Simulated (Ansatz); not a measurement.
An input for Ansatz 0.2.0 (ZrSe3 (P2_1/m)):

```yaml
crystal:
  lattice:
    - [5.4109, 0.0, 0.0]
    - [0.0, 3.7488, 0.0]
    - [-1.2294209091, 0.0, 9.3636349901]
  atoms:
    - { symbol: Zr, position: [0.285, 0.25, 0.656] }
    - { symbol: Zr, position: [0.715, 0.75, 0.344] }
    - { symbol: Se, position: [0.762, 0.25, 0.554] }
    - { symbol: Se, position: [0.238, 0.75, 0.446] }
    - { symbol: Se, position: [0.456, 0.25, 0.174] }
    - { symbol: Se, position: [0.544, 0.75, 0.826] }
    - { symbol: Se, position: [0.888, 0.25, 0.169] }
    - { symbol: Se, position: [0.112, 0.75, 0.831] }
kpoints:
  mp_grid: { grid: [2, 4, 2] }
hamiltonian:
  xc: r2scan
scf:
  occupations: { method: fixed }
gw:
  n_empty_bands: 308
  ecut_chi: 80
  qp_bands: [v2, c2]
  qp_kpoints: band_edges
  screening: { model: contour_deformation }
  n_guard_bands: 2
```

```sh
ansatz run input.yaml --threads 3 --pin off --max-ram 92160MiB --backend cuda --events-out ev --progress --plain --runs-dir out --devices 1 --max-vram 13GiB
```

Q: Estimate wall time and host memory on 1 × NVIDIA H100 80GB HBM3 (shared by 6 runs) with 3 threads of AMD EPYC 7R13 (Zen 3), shared host.

It took 18 s; on shared hardware allow 9.2 s to 37 s. Peak host memory was 2.0 GiB. The sizes that set the cost: 4769 plane waves a state, 12 irreducible k points, 368 bands summed, 301 plane waves in the screening and 8 SCF cycles.

The screening grows as filled bands × empty bands × pairs of k points, times the square of the screening basis for the matrix.

[Paths, hosts, dates, memory and timing lines, banners, echoed tables and standing remarks are left out of the program output.]

[Logs are printed without paths, hosts, clocks, repeated set-up lines and the standing remarks that a program may print on its own settings, such as how far it seeks lower states.]

[Runs of the session that timed out or met a known fault of the program may be left out.]

[Cells called generated may have been cut or substituted from an entry of the Crystallography Open Database or the Materials Project.]

[Hosts, paths, dates, database ids (printed as entryN), source tags and the programs' standing remarks are cut or masked in the printed files.]
